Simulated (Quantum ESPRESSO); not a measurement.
## Collinear magnetic orders of BeCo with Quantum ESPRESSO

It takes space group Pm-3m (No. 221, cubic). Conventional cell: a = 2.606 Å, b = 2.606 Å, c = 2.606 Å, α = 90.00°, β = 90.00°, γ = 90.00°. Be has 8 Co at 2.26 Å nearest. Nearest to Co lie 8 Be at 2.26 Å. Farther neighbours are not listed.

```
CELL_PARAMETERS angstrom
2.60600 0.00000 0.00000
0.00000 2.60600 0.00000
0.00000 0.00000 2.60600
ATOMIC_POSITIONS crystal
Be 0.00000 0.00000 0.00000
Co 0.50000 0.50000 0.50000
```

```
method                : BLYP; plane waves with GBRV 1.5 PBEsol potentials, no spin-orbit coupling (and 2 further levels or steps)
program               : Quantum ESPRESSO 7.5
settings of one run   : GBRV 1.5 PBEsol, potential files Be: be_pbesol_v1.4.uspp.F.UPF, Co: co_pbesol_v1.2.uspp.F.UPF, cutoff 544.23 eV, 10×10×10 k-mesh, 18 bands, fermi-dirac occupations, smearing width 0.05 eV, collinear spin, SCF threshold 4.00e-9, input dft BLYP, mesh matched on, starting moments 0 2 μB
cost                  : 7 runs, 2.3 min in all on 2 MPI ranks of Arm Neoverse V2, shared host (the runs of this entry)
notes                 : The run is spin-polarised, with a total moment of 0.33 μB a cell (absolute 0.39). Known weakness: potentials made for another functional. This is the lowest of 5 collinear or spinless starts, no proof of the ground state.
lowest state found    : ferromagnetic (from ferro +)
largest site moment   : 0.355 μB
state without moments : 2.06 meV a seeded atom higher
```

At this level spin polarisation gains little. 3 starts lost their moments.

[Logs and program files are shortened in this print: banners, set-up blocks, solver, clock and traceback lines can be left out without a mark of their own.]

[Logs are printed without paths, hosts, clocks, repeated set-up lines and the standing remarks that a program may print on its own settings, such as how far it seeks lower states.]

[Hosts, paths, dates, database ids (printed as entryN), source tags and the programs' standing remarks are cut or masked in the printed files.]

[Where a cell is said to come from a database of computed structures, the database is the Materials Project.]
